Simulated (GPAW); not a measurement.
Reflectivity of K (Im-3m) at normal incidence (GPAW, PBE, RPA, without spin-orbit coupling, line width 0.2 eV (Lorentzian), carrier damping 0.03 eV):

```json
{"E (eV)": "1.00", "R (%)": "96.8"}
{"E (eV)": "1.25", "R (%)": "96.4"}
{"E (eV)": "1.50", "R (%)": "95.7"}
{"E (eV)": "1.75", "R (%)": "94.2"}
{"E (eV)": "2.00", "R (%)": "93.3"}
{"E (eV)": "2.25", "R (%)": "91.2"}
{"E (eV)": "2.50", "R (%)": "90.2"}
{"E (eV)": "2.75", "R (%)": "87.1"}
{"E (eV)": "3.00", "R (%)": "85.0"}
{"E (eV)": "3.25", "R (%)": "78.9"}
{"E (eV)": "3.50", "R (%)": "69.6"}
{"E (eV)": "3.75", "R (%)": "38.5"}
{"E (eV)": "4.00", "R (%)": "15.4"}
{"E (eV)": "4.25", "R (%)": "7.5"}
{"E (eV)": "4.50", "R (%)": "4.1"}
{"E (eV)": "4.75", "R (%)": "2.5"}
{"E (eV)": "5.00", "R (%)": "1.7"}
```

**Question.** What colour would a polished face show in daylight?

**Answer.** Near white: CIE x = 0.318, y = 0.334, luminous reflectivity 91 % under D65, from the mean over the axes.

[Logs are printed without paths, hosts, clocks, repeated set-up lines and the standing remarks that a program may print on its own settings, such as how far it seeks lower states.]
